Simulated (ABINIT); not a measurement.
Computed results, one entry a study.

**Quasiparticle gap of InP (F-43m) in ABINIT**

The structure is cubic, space group F-43m (No. 216). The conventional cell has a = 5.861 Å, b = 5.861 Å, c = 5.861 Å, α = 90.00°, β = 90.00°, γ = 90.00°. Nearest to In lie 4 P at 2.54 Å. Nearest to P lie 4 In at 2.54 Å. Farther neighbours, and contacts between anions beyond the nearest, are not listed.

```yaml
method: RPA screening on PBE, plane waves, norm-conserving pseudopotentials (and 2 further levels or steps)
program: ABINIT 10.8.3
settings: cutoff 31 Ha, PseudoDojo scalar-relativistic 0.4.1 standard, norm-conserving, ngkpt (4, 4, 4), nband 29, ecuteps 3.2 Ha, inclvkb 2, shiftk (0, 0, 0), frequency ppm, 4×4×4 k-mesh
cost: 5 runs, 41 s in all on 4 MPI ranks of Arm Neoverse V1, shared host
notes: The database entry behind the starting cell differs from other determinations of this structure. The cell and positions come from the Crystallography Open Database and are kept as given unless a step says otherwise. Limits: mesh may overstate the screening; no spin-orbit coupling. The 4×4×4 mesh is coarse for this cell, which bears on the long-range parts of exchange and screening. The norm-conserving file of at least one element keeps a d shell over frozen s and p shells of the same row. Exchange with those shells is missing from the self-energy, an error of 0.3 to 0.9 eV in cases checked, whose sign depends on which edge lies on those atoms. The RPA ε∞ on this mesh reaches over 25; with a narrow direct gap a coarse mesh can overstate it, and the correction is then too small.
pbe_gap: 0.71 eV, direct
g0w0_gap_on_the_mesh: 1.05 eV
gw_settings: 4×4×4 mesh, 29 bands, screening to 87.1 eV, Godby-Needs plasmon pole
known_limits: short of the basis limit; exchange with frozen shells missing; mesh may overstate the screening; no spin-orbit coupling; coarse k mesh
```

G0W0 moves the gap on the mesh from 0.71 eV to 1.05 eV (+0.34 eV), with Z of 0.77 and 0.79 at the edges. Local fields lower the RPA ε∞ on this mesh from 45.12 to 42.56; a Γ-centred mesh this coarse tends to raise both, most where the direct gap is narrow, while a short band sum lowers them.

[Long decimals in the printed logs are rounded to 6 places.]

[Logs are printed without paths, hosts, clocks, repeated set-up lines and the standing remarks that a program may print on its own settings, such as how far it seeks lower states.]

[Paths, hosts, dates, memory and timing lines, banners, echoed tables and standing remarks are left out of the program output; an Ansatz launch command may be rebuilt from the run's recorded settings. Measured values are a selection of at most five: reports struck by readers or far from the other reports are left out. None is set beside runs whose start may be inverted or whose files or cutoffs have a known fault.]

[Runs of the session that timed out or met a known fault of the program may be left out.]

[Hosts, paths, dates, database ids (printed as entryN), source tags and the programs' standing remarks are cut or masked in the printed files.]

[G0W0 gaps are taken among the corrected bands and points alone; a level outside them can change the order at an edge.]

[Where Ansatz stands beside ABINIT at settings called matched, ABINIT's density can come from a denser mesh and the files from another edition; pairs whose starting gaps differed by over 0.03 eV were left out, so agreement reads better than it is.]
